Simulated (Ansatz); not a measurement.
In doubt: one-shot GW on d or f shells is unsure, so the values of those runs are not to be relied on.

Rows from a G0W0 calculation on ZnCu2SnS4 (I-4) (Ansatz 0.2.0; G0W0 on PBE, plane waves, PAW; PAW set soft_1; 4×4×4 mesh, 442 empty bands, screening to 114 eV, PAW set soft_1 files), in eV. Spin-orbit coupling is left out.

```csv
row,Σx,Σc,Vxc,Z
A,-10.78,-3.28,-14.11,0.71
B,-33.46,5.14,-28.07,0.64
C,-12.10,-3.29,-15.57,0.70
D,-34.27,5.35,-28.67,0.64
```

**Question.** Which rows are filled states and which are empty ones, and how can one tell?

Filled: B and D. Empty: A and C. The sign of Σc tells: for a filled state bare exchange, which holds its interaction with itself, lies below Vxc (Σx − Vxc is -5.4 eV or lower here) and screening gives part back as a positive Σc. For an empty state Σx lies above Vxc (+3.3 eV or more) and the Coulomb hole leaves Σc negative.

[Paths, hosts, dates, memory and timing lines, banners, echoed tables and standing remarks are left out of the program output.]

[Logs are printed without paths, hosts, clocks, repeated set-up lines and the standing remarks that a program may print on its own settings, such as how far it seeks lower states.]

[Runs of the session that timed out or met a known fault of the program may be left out.]

[Cells called generated may have been cut or substituted from an entry of the Crystallography Open Database or the Materials Project.]

[Hosts, paths, dates, database ids (printed as entryN), source tags and the programs' standing remarks are cut or masked in the printed files.]
